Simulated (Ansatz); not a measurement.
# Starting-point dependence of the GW gap of KCl (Sylvite)

One-shot GW is not self-consistent; how far does the start matter for KCl (Sylvite)?

Main program and level: Ansatz 0.2.0; G0W0 on several functionals, plane waves, PAW.

Most raw output is cut from this account.

In doubt: masses and optical values from hybrid runs of this build are listed as unsure (steps 3, 4), which bears on the screening that GW takes from such a start.

## (1) The structure

Symmetry: Fm-3m, No. 225, cubic system. Conventional cell: a = 6.293 Å, b = 6.293 Å, c = 6.293 Å, α = 90.00°, β = 90.00°, γ = 90.00°. Nearest to K lie 6 Cl at 3.15 Å. Nearest to Cl lie 6 K at 3.15 Å. Farther neighbours and most contacts between anions are not listed.

The cell and positions come from the Crystallography Open Database and are kept as given unless a step says otherwise. The default PAW set here is soft_2. Its files were made with PBE.

## (2) G0W0 on PBE

G0W0 replaces the xc potential by the self-energy, built once from these orbitals. Only a window of levels is corrected, while the sums run over the empty bands that the input names.

This step: G0W0 on PBE, plane waves, PAW.

Input file input.yaml:

```yaml
crystal:
  lattice:
    - [0.0, 3.14647, 3.14647]
    - [3.14647, 0.0, 3.14647]
    - [3.14647, 3.14647, 0.0]
  atoms:
    - { symbol: K, position: [0.0, 0.0, 0.0] }
    - { symbol: Cl, position: [0.5, 0.5, 0.5] }
kpoints:
  mp_grid: { grid: [4, 4, 4] }
hamiltonian:
  xc: pbe
scf:
  occupations: { method: fixed }
gw:
  n_empty_bands: 185
  ecut_chi: 120
  qp_bands: [v2, c2]
  qp_kpoints: band_edges
  screening: { model: contour_deformation }
```

Started as:

```sh
> ansatz run input.yaml --threads 3 --pin off --max-ram 92160MiB --backend cuda --events-out ev --progress --plain --runs-dir out --devices 1 --max-vram 13GiB
```

Elapsed: 12 s, on 1 × NVIDIA H100 80GB HBM3 (shared by 6 runs) with 3 threads of AMD EPYC 7R13 (Zen 3), shared host; peak memory 1.1 GiB; 6 s of CPU time.

Numbers from this step:

| Quantity | Value |
| --- | --- |
| bands summed | 193 |
| RPA ε∞ on this mesh (eigenvalues) | 2.174, 2.174, 2.174 |
| plane waves in the screening matrix | 169 |
| q-points in the mesh | 64 |
| G0W0 gap on the mesh | 7.878 eV |
| k of the valence top | 0, 0, 0 |
| k of the conduction bottom | 0, 0, 0 |
| starting gap on the mesh | 5.189 eV |
| Z at the valence top | 0.8008 |
| Z at the conduction bottom | 0.8683 |
| least direct G0W0 gap on the computed points | 7.878 eV |

The gap on the mesh goes from 5.19 eV to 7.88 eV, a correction of +2.69 eV. Between the two edge states, bare exchange in place of the xc potential would open the gap by 8.15 eV, and correlation takes back 5.46 eV.

## (3) G0W0 on HSE06

One-shot GW remembers its start. Another functional's orbitals and levels show by how much.

This step: G0W0 on HSE06, plane waves, PAW.

input.yaml: that of step 2 with these lines changed.

```diff
@@ -11,3 +11,3 @@
 hamiltonian:
-  xc: pbe
+  xc: hse06
 scf:
```

Run time: 16 s. Hardware: 1 × NVIDIA H100 80GB HBM3 (shared by 6 runs) with 3 threads; peak memory 1.2 GiB; 16 s of CPU time.

Numbers from this step:

```
bands summed                                 : 193
RPA ε∞ on this mesh (eigenvalues)            : 1.988, 1.988, 1.988
plane waves in the screening matrix          : 169
q-points in the mesh                         : 64
G0W0 gap on the mesh                         : 8.490 eV
k of the valence top                         : 0, 0, 0
k of the conduction bottom                   : 0, 0, 0
starting gap on the mesh                     : 6.499 eV
Z at the valence top                         : 0.8301
Z at the conduction bottom                   : 0.8876
least direct G0W0 gap on the computed points : 8.490 eV
```

Against the run with 4×4×4 mesh, 185 empty bands, screening to 120 eV on PBE, the gap moves by +0.61 eV, while the start moved by +1.31 eV.

## (4) G0W0 on PBE0

This step: G0W0 on PBE0, plane waves, PAW.

input.yaml: that of step 3 with these lines changed.

```diff
@@ -11,3 +11,3 @@
 hamiltonian:
-  xc: hse06
+  xc: pbe0
 scf:
```

Elapsed: 17 s, on 1 × NVIDIA H100 80GB HBM3 (shared by 6 runs) with 3 threads; peak memory 1.2 GiB; 14 s of CPU time.

Numbers from this step:

```
bands summed                                 : 193
RPA ε∞ on this mesh (eigenvalues)            : 1.936, 1.936, 1.936
plane waves in the screening matrix          : 169
G0W0 gap on the mesh                         : 8.706 eV
k of the valence top                         : 0, 0, 0
k of the conduction bottom                   : 0, 0, 0
starting gap on the mesh                     : 7.239 eV
least direct G0W0 gap on the computed points : 8.706 eV
```

Against the run with 4×4×4 mesh, 185 empty bands, screening to 120 eV on HSE06, the gap moves by +0.22 eV, while the start moved by +0.74 eV.

## (5) The starts together

All on the 4×4×4 mesh with 185 empty bands and screening to 120 eV. Times are wall times on 1 × NVIDIA H100 80GB HBM3 (shared by 6 runs) with 3 threads of AMD EPYC 7R13 (Zen 3), shared host, good to a factor of about two.

```csv
start,starting gap (eV),shift (eV),G0W0 gap (eV),RPA ε∞ (harmonic mean),"Z (valence, conduction)",time
PBE,5.19,+2.69,7.88,2.17,"0.80, 0.87",12 s
HSE06,6.50,+1.99,8.49,1.99,"0.83, 0.89",16 s
PBE0,7.24,+1.47,8.71,1.94,"0.84, 0.89",17 s
```

The parts of the quasiparticle energy at the two band edges (eV; QP = start + Σx + Σc − Vxc):

| run | edge | start | Σx | Σc | Vxc | Z | QP |
| --- | --- | --- | --- | --- | --- | --- | --- |
| PBE | valence top | 0.85 | -20.81 | 2.46 | -16.36 | 0.80 | -1.13 |
| PBE | conduction bottom | 6.04 | -4.22 | -3.00 | -7.92 | 0.87 | 6.74 |
| HSE06 | valence top | -0.13 | -20.81 | 2.06 | -17.36 | 0.83 | -1.53 |
| HSE06 | conduction bottom | 6.37 | -4.04 | -2.82 | -7.46 | 0.89 | 6.97 |
| PBE0 | valence top | -0.53 | -20.81 | 1.93 | -17.75 | 0.84 | -1.65 |
| PBE0 | conduction bottom | 6.71 | -4.04 | -2.73 | -7.12 | 0.89 | 7.05 |

For a hybrid start, Vxc holds its share of exact exchange.

## (6) What came out

| Quantity | Value |
| --- | --- |
| G0W0@PBE | 7.88 eV (start 5.19 eV) |
| G0W0@HSE06 | 8.49 eV (start 6.50 eV) |
| G0W0@PBE0 | 8.71 eV (start 7.24 eV) |
| known limits | not at the basis limit |

The starting gaps span 2.05 eV and the G0W0 gaps 0.83 eV. Between PBE and PBE0, 0.83 eV of the 2.05 eV survives, 40 %. PBE0 screens less than PBE (ε∞ 1.94 against 2.17). Of the 0.83 eV by which its G0W0 gap is higher, the correlation part gives +0.80 eV, and exchange with the one-particle terms, which follow the orbitals, +0.02 eV. The smallest correction, +1.47 eV, is on PBE0, the start nearest to reproducing itself. Bands and cutoff are finite, so the gap is not at the basis limit. The miss can reach some tenths of an eV and take either sign; the mesh is an error of its own.

[Paths, hosts, dates, memory and timing lines, banners, echoed tables and standing remarks are left out of the program output.]

[Logs are printed without paths, hosts, clocks, repeated set-up lines and the standing remarks that a program may print on its own settings, such as how far it seeks lower states.]

[Runs of the session that timed out or met a known fault of the program may be left out.]

[Cells called generated may have been cut or substituted from an entry of the Crystallography Open Database or the Materials Project.]

[Hosts, paths, dates, database ids (printed as entryN), source tags and the programs' standing remarks are cut or masked in the printed files.]
